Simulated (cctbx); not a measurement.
# What is wrong with this refinement?

Cell a = 3.9020 Å, b = 10.8970 Å, c = 3.9730 Å, α = 90.00°, β = 90.00°, γ = 90.00°; space group Cmcm (no. 63).

Simulated single-crystal data (cctbx): Mo Kα, λ = 0.71073 Å, to d = 0.6 Å, 80 % of the full sphere, strongest reflection 70000 counts, noise from counting, a 4 % proportional error and a noise floor of 15 counts (s.d.); no absorption, and some extinction, which the refinements don't model.

An anisotropic refinement with weights 1/σ² prints:

```text
Rint 0.028, 259 unique reflections to 0.60 A
cycle     R1     wR2    GooF  max shift (A)
   1  0.3327  0.6457  27.711   0.00612
   2  0.3296  0.5905  25.344   0.00006
final R1 0.3295 wR2 0.5905 GooF 25.344  parameters 4  data/parameter 64.8
atom        x        y        z      Ueq    occ   su(xyz)  su(Uiso or U11)
Mo1    0.00000  0.88083  0.75000   0.0058  1.000  0.00030  0.0021
difference map: max 97.71 min -3.42 rms 6.24
Q1    0.0000  0.3484  0.2500    4  100.99  2.50 A from Mo1
Q2    0.0000  0.1162  0.2500    4   99.05  0.03 A from Mo1
Q3    0.2079  0.3798  0.2500    8    1.76  2.29 A from Mo1
Q4    0.2000  0.3125  0.2500    8    1.68  2.25 A from Mo1
Q5    0.1431  0.3136  0.1055   16    1.67  2.11 A from Mo1
Q6    0.0000  0.0343  0.1572    8    1.63  1.00 A from Mo1
```

Q: Accept it or mend it, and why?

Mend it. The fault: an atom left out, S at (0, 0.6516, 3/4). Against the right model at the same level, R1 goes from 0.0115 to 0.3295 and GooF from 1.00 to 25.34, U of Mo1 shrinks from 0.0147 to 0.0058 Å² and the top difference peak, 101.0 e/Å³, lies 2.50 Å from Mo1. Q1 is the missing atom. With scattering power missing, scale and phases suffer, so peaks may also grow on the heavy atoms.

The compound is MoS. The right model at the same level gives:

```text
Rint 0.028, 259 unique reflections to 0.60 A
cycle     R1     wR2    GooF  max shift (A)
   1  0.0393  0.1187   5.135   0.00259
   2  0.0115  0.0232   1.003   0.00000
final R1 0.0115 wR2 0.0232 GooF 1.003  parameters 8  data/parameter 32.4
atom        x        y        z      Ueq    occ   su(xyz)  su(Uiso or U11)
Mo1    0.00000  0.88139  0.75000   0.0147  1.000  0.00001  0.0001
S1     0.00000  0.65157  0.75000   0.0261  1.000  0.00006  0.0002
difference map: max 0.34 min -0.98 rms 0.16
Q1    0.2538  0.3038  0.9947   16    0.35  1.50 A from S1
Q2    0.0000  0.2710  0.7500    4    0.31  2.16 A from S1
Q3    0.2418  0.3847  0.2500    8    0.30  1.02 A from S1
Q4    0.2476  0.4824  0.2500    8    0.29  1.75 A from S1
Q5    0.1395  0.2221  0.7500    8    0.28  1.60 A from S1
Q6    0.1533  0.1097  0.9832   16    0.27  1.22 A from Mo1
```

The model is made up (kin elements in a known structure type, no relaxation), so it says nothing on whether the phase exists.

[Middle refinement cycles are left out of these outputs.]

[Logs are printed without paths, hosts, clocks, repeated set-up lines and the standing remarks that a program may print on its own settings, such as how far it seeks lower states.]
